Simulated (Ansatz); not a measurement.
# Lattice dynamics of (AgCl)1(AgBr)3 [001] superlattice, started as rocksalt type

Wanted: phonon frequencies of (AgCl)1(AgBr)3 [001] superlattice, started as rocksalt type and what follows from them.

Method: DFT PBEsol, scalar-relativistic, plane waves, PAW, in Ansatz 0.2.0.

The structure was built from a prototype and need not be the compound's stable phase.

### 1. Starting point

The structure is tetragonal, space group P4/mmm (No. 123). The conventional cell has a = 4.041 Å, b = 4.041 Å, c = 11.430 Å, α = 90.00°, β = 90.00°, γ = 90.00°. Nearest to Ag lie 2 Br at 2.86 Å and 4 Cl at 2.86 Å. Nearest to Ag lie 5 Br at 2.86 Å and 1 Cl at 2.86 Å. Nearest to Ag lie 6 Br at 2.86 Å. Br has 6 Ag at 2.86 Å nearest. Nearest to Br lie 6 Ag at 2.86 Å. Nearest to Cl lie 6 Ag at 2.86 Å. Farther neighbours and most contacts between anions are not listed.

### 2. Relaxation

The cell and atoms are relaxed, since residual forces and stress would shift the frequencies.

Input file input.yaml:

```yaml
crystal:
  lattice:
    - [2.8575, 2.8575, 0.0]
    - [-2.8575, 2.8575, 0.0]
    - [0.0, 0.0, 11.43]
  atoms:
    - { symbol: Ag, position: [0.0, 0.0, 0.0] }
    - { symbol: Ag, position: [0.5, 0.5, 0.25] }
    - { symbol: Ag, position: [0.0, 0.0, 0.5] }
    - { symbol: Ag, position: [0.5, 0.5, 0.75] }
    - { symbol: Br, position: [1.0, 0.0, 0.25] }
    - { symbol: Br, position: [0.5, 0.5, 0.5] }
    - { symbol: Br, position: [1.0, 0.0, 0.75] }
    - { symbol: Cl, position: [0.5, 0.5, 0.0] }
kpoints:
  mp_grid: { grid: [8, 8, 4] }
hamiltonian:
  xc: pbesol
scf:
  occupations: { method: gaussian, width: 0.02 }
output:
  forces: true
  stress: true
  eigenvalues: true
relax:
  adjacent_minimum: "off"
  f_tol: 0.005
  max_steps: 80
  cell: { stress_tol: 0.05 }
```

Launch:

```sh
> ansatz run input.yaml --threads 8 --pin off --max-ram 14336MiB --backend cpu --events-out ev --progress --plain --runs-dir out
```

Numbers of over 12 decimals in the logs are rounded to 6 here.

The program printed:

```text
Engine: ansatz 0.2.0, x86_64-unknown-linux-gnu
Pseudopotentials: kind: paw
Pseudopotential: Ag, paw, valence charge 19, recommended cutoff 420 eV (normal), Ag.paw.azcp
Pseudopotential: Br, paw, valence charge 7, recommended cutoff 420 eV (normal), Br.paw.azcp
Pseudopotential: Cl, paw, valence charge 7, recommended cutoff 420 eV (normal), Cl.paw.azcp
Functional definition: PBEsol
  exchange = pbesol_x
  correlation = pbesol_c
Crystal: 8 atoms, lattice volume = 186.659 Å³
Basis set: ecut = 420 eV, 3679 PW (Γ), exchange–correlation on 60×60×160 points (8 copies of the dense FFT grid, shifted against one another)
Bands: 63, of which v1, the nominal top of the filled ones, is band 52 counted from 1 (51 counted from 0)
Symmetry: 16 space group operations
Space group: P4/mmm (ITA 123), of the structure as read, at distance tolerance 5.7e-5 Å
k-points: 45 of 256
Non-local potential: Ag, projectors of the file, l = 0: 3, l = 1: 2, l = 2: 2, l = 3: 1
Non-local potential: Br, projectors of the file, l = 0: 2, l = 1: 2, l = 2: 2
Non-local potential: Cl, projectors of the file, l = 0: 2, l = 1: 2, l = 2: 2
PAW form: soft (Blöchl's): semilocal exchange-correlation on the pseudo side does not see the compensation charge
PAW frozen core: Ag, regenerated for the run's functional, and the local potential with it (the file was generated under x = pbe(κ = 0.804, μ = 0.219515), c = pbe(β = 0.066725))
PAW frozen core: Br, regenerated for the run's functional, and the local potential with it (the file was generated under x = pbe(κ = 0.804, μ = 0.219515), c = pbe(β = 0.066725))
PAW frozen core: Cl, regenerated for the run's functional, and the local potential with it (the file was generated under x = pbe(κ = 0.804, μ = 0.219515), c = pbe(β = 0.066725))
PAW one-centre angular grid: Ag, 590 points (default); XC on 64 Gauss nodes
PAW one-centre angular grid: Br, 110 points (default); XC on 64 Gauss nodes
PAW one-centre angular grid: Cl, 110 points (default); XC on 64 Gauss nodes
Initial density: superposition of atomic densities (neutral atoms: chi_scale 0, normalization atom), corrected by the library's trained network
Initial wavefunctions: pseudopotential atomic-orbital guess
Functional: x = pbesol(κ = 0.804, μ = 0.123457), c = pbesol(β = 0.046)
SCF iter   1: F=—  HF=-39361.469949 eV  |F-HF|=—  |Δ(HF+E_count)|=         —  Δρ=6.11e-3  dr2=7.34e-2  ethr=1.77e-3  ⟨swp⟩=7.0  Hψ=11017  notcnv=0  defer=3
preconditioner: auto → Resta (q_TF=auto, 2.475 Å⁻¹)  ε∞=6.8  [insulator: Δε(μ)=0.392 eV  Ē_g=9.591 eV  σ=0.020 eV  W_gap=1.00  n_scr=56 (ndim 8)  ℏωp=23.1 eV  f_vac=0.026  D(μ)=0.00/eV (n_scr^D=0)  ε∞_Penn≈6.8]
SCF iter   2: F=—  HF=-39361.451983 eV  |F-HF|=—  |Δ(HF+E_count)|=   1.80e-2  Δρ=2.09e-3  dr2=1.03e-2  ethr=7.06e-5  ⟨swp⟩=2.0  Hψ=4945  notcnv=0  defer=277
SCF iter   3: F=—  HF=-39361.449521 eV  |F-HF|=—  |Δ(HF+E_count)|=   2.46e-3  Δρ=8.02e-4  dr2=1.40e-3  ethr=9.88e-6  ⟨swp⟩=2.0  Hψ=3821  notcnv=0  defer=277
SCF iter   4: F=—  HF=-39361.449448 eV  |F-HF|=—  |Δ(HF+E_count)|=   7.30e-5  Δρ=2.29e-4  dr2=8.89e-5  ethr=1.34e-6  ⟨swp⟩=2.2  Hψ=4092  notcnv=0  defer=277
SCF iter   5: F=—  HF=-39361.449561 eV  |F-HF|=—  |Δ(HF+E_count)|=   1.13e-4  Δρ=5.68e-5  dr2=7.69e-6  ethr=8.55e-8  ⟨swp⟩=2.4  Hψ=4145  notcnv=0  defer=277
SCF iter   6: F=—  HF=-39361.449569 eV  |F-HF|=—  |Δ(HF+E_count)|=   8.37e-6  Δρ=1.58e-5  dr2=4.85e-7  ethr=7.39e-9  ⟨swp⟩=2.0  Hψ=4037  notcnv=0  defer=277
SCF iter   7: F=-39361.449570 eV  HF=-39361.449570 eV  |F-HF|=1.02e-8  |Δ(HF+E_count)|=   6.23e-7  Δρ=5.50e-6  dr2=4.65e-8  ethr=9.62e-11  ⟨swp⟩=11.0  Hψ=14690  notcnv=0
SCF 1 converged in 7 iterations: F = -39361.449570 eV  dr2 = 4.65e-8
  greatest PAW one-centre occupation: 1.001 electrons in one spin orbital (limit 2), on the Ag atom at site 2 (counted from 0), in its partial waves of l = 0
relax step   1: F+E_penalty+E_count = -39361.44956973 eV  Δ(F+E_penalty+E_count) = +0.000e0 eV  max|allowed force component| = 1.370e-1 eV/Å  Δτ_max = 0.0000 Å  P = -2.254 GPa  Ω = 186.659 Å³  (7 SCF iters, dr2 threshold 1.00e-7 eV, accepted)
Crystal: 8 atoms, lattice volume = 173.949 Å³
Basis set: ecut = 420 eV, 3413 PW (Γ), exchange–correlation on 60×60×160 points (8 copies of the dense FFT grid, shifted against one another)
Initial density: handed on by an earlier stage of this run
Initial wavefunctions: those handed on with the density
iter 1 solved again at ethr=9.29e-6 eV; its pass at ethr=3.10e-3 eV (dr2=9.66e-3 eV) is discarded
SCF iter   1: F=—  HF=-39361.525414 eV  |F-HF|=—  |Δ(HF+E_count)|=         —  Δρ=2.46e-3  dr2=9.61e-3  ethr=9.29e-6  ⟨swp⟩=3.3  Hψ=14565  notcnv=0
preconditioner: auto → Resta (q_TF=auto, 2.504 Å⁻¹)  ε∞=6.7  [insulator: Δε(μ)=0.446 eV  Ē_g=9.976 eV  σ=0.020 eV  W_gap=1.00  n_scr=48 (ndim 8)  ℏωp=23.9 eV  f_vac=0.010  D(μ)=0.00/eV (n_scr^D=0)  ε∞_Penn≈6.7]
SCF iter   2: F=—  HF=-39361.522822 eV  |F-HF|=—  |Δ(HF+E_count)|=   2.59e-3  Δρ=1.33e-3  dr2=2.43e-3  ethr=9.24e-6  ⟨swp⟩=2.2  Hψ=4281  notcnv=0
SCF iter   3: F=—  HF=-39361.522089 eV  |F-HF|=—  |Δ(HF+E_count)|=   7.33e-4  Δρ=2.37e-4  dr2=1.13e-4  ethr=2.34e-6  ⟨swp⟩=2.0  Hψ=4233  notcnv=0
SCF iter   4: F=—  HF=-39361.522102 eV  |F-HF|=—  |Δ(HF+E_count)|=   1.30e-5  Δρ=1.26e-4  dr2=2.11e-5  ethr=1.09e-7  ⟨swp⟩=2.0  Hψ=4275  notcnv=0
SCF iter   5: F=—  HF=-39361.522101 eV  |F-HF|=—  |Δ(HF+E_count)|=   8.44e-7  Δρ=3.20e-5  dr2=1.82e-6  ethr=2.03e-8  ⟨swp⟩=2.0  Hψ=4985  notcnv=0
SCF iter   6: F=-39361.522102 eV  HF=-39361.522102 eV  |F-HF|=3.88e-8  |Δ(HF+E_count)|=   8.71e-7  Δρ=8.51e-6  dr2=1.88e-7  ethr=7.69e-10  ⟨swp⟩=6.3  Hψ=11595  notcnv=0
SCF 2 converged in 6 iterations: F = -39361.522102 eV  dr2 = 1.88e-7
relax step   2: F+E_penalty+E_count = -39361.52210199 eV  Δ(F+E_penalty+E_count) = -7.253e-2 eV  max|allowed force component| = 6.476e-2 eV/Å  Δτ_max = 0.0530 Å  P = +1.218 GPa  Ω = 173.949 Å³  energy of the carried Pulay correction = +2.164e-3 eV  (6 SCF iters, dr2 threshold 8.00e-7 eV, accepted)
Crystal: 8 atoms, lattice volume = 177.972 Å³
Basis set: ecut = 420 eV, 3493 PW (Γ), exchange–correlation on 60×60×160 points (8 copies of the dense FFT grid, shifted against one another)
iter 1 solved again at ethr=2.40e-6 eV; its pass at ethr=3.10e-3 eV (dr2=2.49e-3 eV) is discarded
SCF iter   1: F=—  HF=-39361.537105 eV  |F-HF|=—  |Δ(HF+E_count)|=         —  Δρ=6.92e-4  dr2=2.47e-3  ethr=2.40e-6  ⟨swp⟩=2.9  Hψ=14128  notcnv=0
preconditioner: auto → Resta (q_TF=auto, 2.495 Å⁻¹)  ε∞=6.7  [insulator: Δε(μ)=0.448 eV  Ē_g=9.864 eV  σ=0.020 eV  W_gap=1.00  n_scr=48 (ndim 8)  ℏωp=23.6 eV  f_vac=0.016  D(μ)=0.00/eV (n_scr^D=0)  ε∞_Penn≈6.7]
SCF iter   2: F=—  HF=-39361.536636 eV  |F-HF|=—  |Δ(HF+E_count)|=   4.69e-4  Δρ=3.55e-4  dr2=5.87e-4  ethr=2.38e-6  ⟨swp⟩=1.1  Hψ=2846  notcnv=0
SCF iter   3: F=—  HF=-39361.536510 eV  |F-HF|=—  |Δ(HF+E_count)|=   1.26e-4  Δρ=9.71e-5  dr2=1.58e-5  ethr=5.64e-7  ⟨swp⟩=2.1  Hψ=4243  notcnv=0
SCF iter   4: F=—  HF=-39361.536509 eV  |F-HF|=—  |Δ(HF+E_count)|=   7.49e-7  Δρ=4.34e-5  dr2=4.16e-6  ethr=1.52e-8  ⟨swp⟩=2.0  Hψ=4821  notcnv=0
SCF iter   5: F=-39361.536508 eV  HF=-39361.536509 eV  |F-HF|=3.74e-7  |Δ(HF+E_count)|=   4.63e-7  Δρ=1.60e-5  dr2=7.25e-7  ethr=7.69e-10  ⟨swp⟩=4.6  Hψ=12910  notcnv=0
SCF 3 converged in 5 iterations: F = -39361.536508 eV  dr2 = 7.25e-7
relax step   3: F+E_penalty+E_count = -39361.53650826 eV  Δ(F+E_penalty+E_count) = -1.441e-2 eV  max|allowed force component| = 4.300e-2 eV/Å  Δτ_max = 0.0093 Å  P = -0.070 GPa  Ω = 177.972 Å³  energy of the carried Pulay correction = +1.463e-3 eV  (5 SCF iters, dr2 threshold 8.00e-7 eV, accepted)
[...]
relax step   4: F+E_penalty+E_count = -39361.53749245 eV  Δ(F+E_penalty+E_count) = -9.842e-4 eV  max|allowed force component| = 1.521e-2 eV/Å  Δτ_max = 0.0125 Å  P = -0.012 GPa  Ω = 177.803 Å³  energy of the carried Pulay correction = +1.492e-3 eV  (5 SCF iters, dr2 threshold 1.16e-7 eV, accepted)
[...]
relax step   5: F+E_penalty+E_count = -39361.53772085 eV  Δ(F+E_penalty+E_count) = -2.284e-4 eV  max|allowed force component| = 4.664e-3 eV/Å  Δτ_max = 0.0052 Å  P = +0.023 GPa  Ω = 177.696 Å³  energy of the carried Pulay correction = +1.511e-3 eV  (5 SCF iters, dr2 threshold 1.99e-8 eV, accepted)
Basis set: ecut = 420 eV, 3469 PW (Γ), exchange–correlation on 54×54×150 points (8 copies of the dense FFT grid, shifted against one another)
Initial wavefunctions: pseudopotential atomic-orbital guess (no wavefunctions were taken with the density)
iter 1 solved again at ethr=1.16e-7 eV; its pass at ethr=3.10e-3 eV (dr2=1.21e-4 eV) is discarded
SCF iter   1: F=—  HF=-39361.535966 eV  |F-HF|=—  |Δ(HF+E_count)|=         —  Δρ=8.40e-5  dr2=1.94e-6  ethr=1.16e-7  ⟨swp⟩=4.0  Hψ=20021  notcnv=0
preconditioner: auto → Resta (q_TF=auto, 2.495 Å⁻¹)  ε∞=6.7  [insulator: Δε(μ)=0.460 eV  Ē_g=9.871 eV  σ=0.020 eV  W_gap=1.00  n_scr=48 (ndim 8)  ℏωp=23.6 eV  f_vac=0.015  D(μ)=0.00/eV (n_scr^D=0)  ε∞_Penn≈6.7]
SCF iter   2: F=—  HF=-39361.536016 eV  |F-HF|=—  |Δ(HF+E_count)|=   5.03e-5  Δρ=4.09e-5  dr2=5.70e-7  ethr=1.86e-9  ⟨swp⟩=2.0  Hψ=5175  notcnv=0
SCF iter   3: F=—  HF=-39361.536017 eV  |F-HF|=—  |Δ(HF+E_count)|=   5.27e-7  Δρ=1.42e-5  dr2=5.96e-8  ethr=5.48e-10  ⟨swp⟩=2.4  Hψ=5201  notcnv=0
SCF iter   4: F=—  HF=-39361.536017 eV  |F-HF|=—  |Δ(HF+E_count)|=   6.61e-8  Δρ=7.03e-7  dr2=6.49e-10  ethr=5.73e-11  ⟨swp⟩=2.2  Hψ=4424  notcnv=0
SCF iter   5: F=-39361.536017 eV  HF=-39361.536017 eV  |F-HF|=2.18e-11  |Δ(HF+E_count)|=  4.95e-10  Δρ=1.68e-7  dr2=6.42e-11  ethr=1.00e-12  ⟨swp⟩=5.7  Hψ=12113  notcnv=0
SCF 6 converged in 5 iterations: F = -39361.536017 eV  dr2 = 6.42e-11
relax step   6: F+E_penalty+E_count = -39361.53601699 eV  Δ(F+E_penalty+E_count) = +1.704e-3 eV  max|allowed force component| = 4.645e-3 eV/Å  Δτ_max = 0.0000 Å  P = +0.029 GPa  Ω = 177.696 Å³  stress off target by 3.47e-2 GPa  SCF on the basis re-selected at this cell (its energy is not comparable with the rows above)  (5 SCF iters)
basis re-selected at this cell: Δ(F+E_penalty+E_count) = +1.704e-3 eV, ΔP = +0.006 GPa vs the last step (what re-selecting the basis moved, of the pressure what is left beyond the Pulay correction that the steps carried, after the strain that the cell walked since its last selection, with what the two solves' SCF thresholds leave and, on support functions, any second-order correction that the steps lacked; it is no measure of the basis error at this ecutwfc). The dense FFT grid was sized anew with the basis: this SCF ran on 27×27×75 points, the steps before it on 30×30×80, so part of this shift can come from that change (see relax.cell in the input reference). [rest of the remark cut]
SCF converged after 5 iterations
Free energy (F): -39361.536017 eV
Harris-Foulkes:  -39361.536017 eV  (|F-HF|=2.18e-11)
Internal energy: -39361.536017 eV  (E = F + TS)
E sigma→0 (E₀):  -39361.536017 eV
Fermi energy:    9.039414 eV
--- Per-component energies (eV) ---
  E_band       = -1406.386075
  E_kinetic    = 2673.563222
  E_local      = -12994.903003  (includes V_loc(G=0)·N_el)
  E_nonlocal   = 585.724598
  E_hartree    = 5693.601200
  E_xc         = -1617.566918
  E_vxc        = -1360.367684  (∫ρ·V_xc dr)
  E_paw        = -22602.263292  (= ΣΔE_a)
  E_vpaw       = -1697.606655  (= ΣTr[D̂ρ^β])
  E_aug_tail   = 0.001302  (compensation charges beyond the density's cutoff)
  E_ewald      = -11101.339326
  E_core_change = 1.646199  (= ΣΔE_core)
  E_smearing   = -0.000000  (= −TS)
  E_closure    = 0.000000  (closes the sum)
  Σ components = -39361.536017   (vs F -39361.536017, Δ=0.00e0)
--- Forces (eV/Å), atoms counted from 1 ---
  atom   1  Ag     0.00000000     0.00000000     0.00000000
  atom   2  Ag     0.00000000    -0.00000000    -0.00232850
  atom   3  Ag     0.00000000     0.00000000     0.00000000
  atom   4  Ag     0.00000000    -0.00000000     0.00232850
  atom   5  Br     0.00000000     0.00000000    -0.00464463
  atom   6  Br     0.00000000     0.00000000     0.00000000
  atom   7  Br     0.00000000     0.00000000     0.00464463
  atom   8  Cl    -0.00000000     0.00000000     0.00000000
  max |Σ_I F_I| component: 2.30e-19 eV/Å
--- Stress (GPa, compression-positive) ---
        0.034687       0.000000       0.000000
       -0.000000       0.034687       0.000000
        0.000000       0.000000       0.017869
  P = ⅓ Tr σ = 0.0291 GPa (0.291 kbar)
--- Band table (eV; the first three rows and the last of 45) ---
  k-point 0: bands = [... 48 lower, 6.8251, 6.8251, 6.9973, 7.0424, 9.2690, 10.2651, 11.8879, 12.2160, ... 7 higher]
  k-point 1: bands = [... 48 lower, 6.8117, 6.8117, 6.9523, 7.0096, 9.6267, 10.4177, 11.4502, 11.7032, ... 7 higher]
  k-point 2: bands = [... 48 lower, 6.7853, 6.7955, 6.8706, 6.9564, 10.4017, 10.6023, 10.7698, 11.0770, ... 7 higher]
  k-point 44: bands = [... 48 lower, 6.7491, 6.8018, 6.8286, 7.1058, 10.9893, 10.9949, 11.1372, 11.5839, ... 7 higher]
--- Relaxed structure (5 steps of the walk, 5 accepted, 1 SCFs on fresh bases) ---
  F+E_penalty+E_count = -39361.53601699 eV   max|allowed force component| = 4.645e-3 eV/Å   (the final SCF, on the basis selected at the relaxed cell)
  cell:  # Å, volume = 177.6960 Å³
    - [2.816174, 2.816174, 0.0]
    - [-2.816174, 2.816174, 0.0]
    - [0.0, 0.0, 11.202856]
  atoms:
    - { symbol: Ag, position: [0, 0, 0] }
    - { symbol: Ag, position: [0.5, 0.5, 0.243206] }
    - { symbol: Ag, position: [0, 0, 0.500000] }
    - { symbol: Ag, position: [0.5, 0.5, 0.756794] }
    - { symbol: Br, position: [1.0, 0.0, 0.245599] }
    - { symbol: Br, position: [0.5, 0.5, 0.500000] }
    - { symbol: Br, position: [1.0, 0.0, 0.754401] }
    - { symbol: Cl, position: [0.5, 0.5, 0] }
```

The job ended after 17 s (8 threads of Intel Xeon Platinum 8375C at 2.90GHz (Ice Lake), shared host; peak memory 1.1 GiB; 2.2 min of CPU time).

Relaxation path:

```
step  energy less that of the first step (eV)  largest force component (eV/Å)  pressure (GPa)  volume (Å³)
   1                                   0.0000                          0.1370           -2.25       186.66
   2                                  -0.0725                          0.0648            1.22       173.95
   3                                  -0.0869                          0.0430           -0.07       177.97
   4                                  -0.0879                          0.0152           -0.01       177.80
   5                                  -0.0882                          0.0047            0.02       177.70
  6*                                  -0.0864                          0.0046            0.03       177.70
```

Relaxation steps marked * repeat the geometry before them on a plane-wave basis chosen anew for their cell, so energy and pressure can jump there.

Forces are held to the 16 operations that the run works with; a distortion that breaks them can't arise in this run.

```
conventional cell, symmetrised  before   after  change
                         a (Å)   4.041   3.983  -1.4 %
                         b (Å)   4.041   3.983  -1.4 %
                         c (Å)  11.430  11.203  -2.0 %
              volume (Å³/atom)   23.33   22.21  -4.8 %
```

The atoms that moved most (Å, as changes of fractional coordinates times the final cell):

```
atom     dx     dy      dz  length
 Ag4  0.000  0.000   0.076   0.076
 Ag2  0.000  0.000  -0.076   0.076
 Br5  0.000  0.000  -0.049   0.049
 Br7  0.000  0.000   0.049   0.049
```

Numbers from this step:

```
pressure           : 0.02908 GPa
gap on the k-mesh  : 0.4597 eV
volume per atom    : 22.21 Å³
direct gap on mesh : 2.227 eV
```

In this step the volume went from 23.33 to 22.21 Å³/atom.

### 3. Relaxing to small forces for the phonons

Phonons need a cell at rest on their own settings, so the relaxation is repeated with tight tolerances on forces and stress on the k mesh and occupations of the first response run.

Input file input.yaml:

```yaml
crystal:
  lattice:
    - [2.8161741502, 2.8161741502, 0.0]
    - [-2.8161741502, 2.8161741502, 0.0]
    - [0.0, 0.0, 11.2028560344]
  atoms:
    - { symbol: Ag, position: [0.0, 0.0, 0.0] }
    - { symbol: Ag, position: [0.5, 0.5, 0.2432062195] }
    - { symbol: Ag, position: [0.0, 0.0, 0.5] }
    - { symbol: Ag, position: [0.5, 0.5, 0.7567937805] }
    - { symbol: Br, position: [1.0, 0.0, 0.2455992181] }
    - { symbol: Br, position: [0.5, 0.5, 0.5] }
    - { symbol: Br, position: [1.0, 0.0, 0.7544007819] }
    - { symbol: Cl, position: [0.5, 0.5, 0.0] }
kpoints:
  mp_grid: { grid: [8, 8, 4] }
hamiltonian:
  xc: pbesol
scf:
  occupations: { method: fixed }
output:
  forces: true
  stress: true
  eigenvalues: true
relax:
  adjacent_minimum: "off"
  f_tol: 0.001
  max_steps: 60
  cell: { stress_tol: 0.01 }
```

The program printed:

```text
[...]
Crystal: 8 atoms, lattice volume = 177.696 Å³
Basis set: ecut = 420 eV, 3469 PW (Γ), exchange–correlation on 54×54×150 points (8 copies of the dense FFT grid, shifted against one another)
Bands: 63, of which v1, the nominal top of the filled ones, is band 52 counted from 1 (51 counted from 0)
Symmetry: 16 space group operations
[...]
k-points: 45 of 256
[...]
- [0.0, 0.0, 11.203953562338]
  atoms:
    - { symbol: Ag, position: [0, 0, 0.0] }
    - { symbol: Ag, position: [0.500000, 0.500000, 0.243111] }
    - { symbol: Ag, position: [0, 0, 0.5] }
    - { symbol: Ag, position: [0.500000, 0.500000, 0.756889] }
    - { symbol: Br, position: [1.000000, 0.0, 0.245476] }
    - { symbol: Br, position: [0.500000, 0.500000, 0.5] }
    - { symbol: Br, position: [1.000000, 0.0, 0.754524] }
    - { symbol: Cl, position: [0.500000, 0.500000, 0.0] }
[key lines of the parts left out:]
SCF converged after 5 iterations
Free energy (F): -39361.536041 eV
Fermi energy:    8.797903 eV
P = ⅓ Tr σ = -0.0018 GPa (-0.018 kbar)
```

The job ended after 11 s (8 threads; peak memory 1 GiB).

Little changed from the start: no atom moved by 0.005 Å and no cell edge by 0.1 %.

This step gave:

```yaml
pressure: -0.001758 GPa
gap_on_the_k_mesh: 0.4602 eV
volume_per_atom: 22.23 Å³
direct_gap_on_mesh: 2.225 eV
```

The largest force component left is 0.42 meV/Å and the pressure is -0.002 GPa, within the tolerances set. The cell now holds 22.23 Å³/atom.

[end of part 1 of 3]

[Logs are printed without paths, hosts, clocks, repeated set-up lines and the standing remarks that a program may print on its own settings, such as how far it seeks lower states.]

[Hosts, paths, dates, database ids (printed as entryN), source tags and the programs' standing remarks are cut or masked in the printed files.]
